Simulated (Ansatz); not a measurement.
# MoSi2: which shell does photoemission see at 21.2 and 100 eV? (r²SCAN)

The valence band of MoSi2 mixes several shells. Work out by hand which one leads the spectrum's area at each photon energy.

Filled states come from the projected DOS of Ansatz 0.2.0 (r²SCAN, plane waves); cross sections σ and asymmetry parameters β are those of free atoms in a Dirac–Hartree–Slater calculation. A shell's area is states × σ × angular factor, which is 1 − β·P₂(cos θ)/2 for unpolarised light, with θ = 54.7° from the beam and P₂ = 0.001.

**At 21.2 eV** (states counted from 11.2 eV below the zero; other shells add 0.1 to the products' sum of 88.1):

```
shell  filled states a cell  cross section (Mb an electron)     β  angular factor  product  share by hand (%)  share in the simulated spectrum (%)
Mo 4d                 16.99                            5.02  0.32            1.00     85.3                 97                                   97
Si 3s                  4.74                           0.129  2.00            1.00     0.61                  1                                    1
Si 3p                 14.41                           0.148  0.75            1.00     2.13                  2                                    2
```

**At 100 eV** (states counted from 16.3 eV below the zero; other shells add 0.022 to the products' sum of 1.99):

```
shell  filled states a cell  cross section (Mb an electron)      β  angular factor  product  share by hand (%)  share in the simulated spectrum (%)
Mo 4d                 17.22                           0.021  -0.79            1.00    0.362                 18                                   18
Si 3s                  6.79                          0.0756   2.00            1.00    0.512                 26                                   26
Si 3p                 15.54                          0.0705   1.54            1.00     1.09                 55                                   55
```

Mo 4d leads at 21.2 eV and Si 3p at 100 eV. Between the two energies σ of Mo 4d changes by a factor 0.0042 and that of Si 3p by 0.48, so their ratio moves 114-fold in favour of the second. The simulated spectrum uses the same rule on the energy-resolved DOS, so the two share columns agree within a few points.

Only crystals where the two columns agree within 4 points and the lead is clear are worked in this form. Free-atom cross sections ignore the solid's final states, no escape depth or background enters, and the count of states a shell hangs on the projection.

[Logs are printed without paths, hosts, clocks, repeated set-up lines and the standing remarks that a program may print on its own settings, such as how far it seeks lower states.]
